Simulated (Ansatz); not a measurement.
# Static equation of state of Sr5P3BrO12 (P6_3/m) (84 atoms)

The cell holds 84 atoms: 20 Sr, 12 P, 4 Br and 48 O. Its edges and angles: a = 9.996 Å, b = 9.994 Å, c = 14.410 Å, α = 90.0°, β = 90.0°, γ = 120.0°. It derives from Sr5P3BrO12 (P6_3/m), repeated 1×1×2. The starting structure: Sr5P3BrO12, space group P6_3/m, structure from the Crystallography Open Database, 1 x 1 x 2 conventional cells; every coordinate displaced by a Gaussian of 0.06 Å.

Calculated with Ansatz 0.2.0: Kohn-Sham DFT, r2SCAN, PAW (set soft_2), plane waves; cutoff 500 eV, Γ point, gaussian smearing of 0.05 eV. Cell and atoms were relaxed first, to V0 = 14.844 Å³ an atom at a residual P0 = -0.005 GPa. The cell was then scaled evenly, and the atoms were relaxed at each volume.

| volume (Å³/atom) | pressure (GPa) |
| --- | --- |
| 13.360 | ? |
| 13.953 | 5.453 |
| 14.399 | 2.473 |
| 15.289 | -2.013 |
| 15.735 | -3.611 |

**Question.** Fit the third-order Birch–Murnaghan equation to the rows given and extrapolate to the withheld row.

**Working.**

Take the Eulerian strain f = ½[(V0/V)^(2/3) − 1] and the normalised pressure F = (P − P0) / [3f(1 + 2f)^(5/2)]. The third-order Birch–Murnaghan equation is then the line F = B0 + (3/2)B0(B′ − 4) f, so u = f and v = F.

```
      u = f  v = F (GPa)
  0.0210566      77.9352
  0.0102569      76.5409
-0.00975669      72.0750
 -0.0190505      69.5311
```

With n = 4: mean u = 6.2659e-4, mean v = 74.0205, Σ(u − ū)² = 0.0010051, Σ(u − ū)(v − v̄) = 0.21279. Slope b = 0.21279 / 0.0010051 = 211.70; intercept a = v̄ − b ū = 73.888.

So B0 = a = 73.9 GPa and B′ = 4 + 2b/(3a) = 5.91. At the withheld volume f = 0.03638, F = a + b f = 81.59 GPa, and P = P0 + 3f(1 + 2f)^(5/2) F.

Prediction at 13.360: 10.61 GPa. The run gave 10.41 GPa, so the fit is high by 0.20 GPa (2.0 % of the value).

B′ = 5.9 lies in the range of 3 to 6 that is common for dense crystals. Among the rows given, the largest miss of the fit is at 13.953, by 0.029 GPa (0.21 % of the range of the table).

Limits: Static cells at zero temperature; the cell shape is held. The program notes that the SCF threshold of these relaxations is loose for the stress. Only the Γ point is sampled, in a cell whose shortest periodic width is 9 Å.

[Logs are printed without paths, hosts, clocks, repeated set-up lines and the standing remarks that a program may print on its own settings, such as how far it seeks lower states.]

[Hosts, paths, dates, database ids (printed as entryN), source tags and the programs' standing remarks are cut or masked in the printed files.]
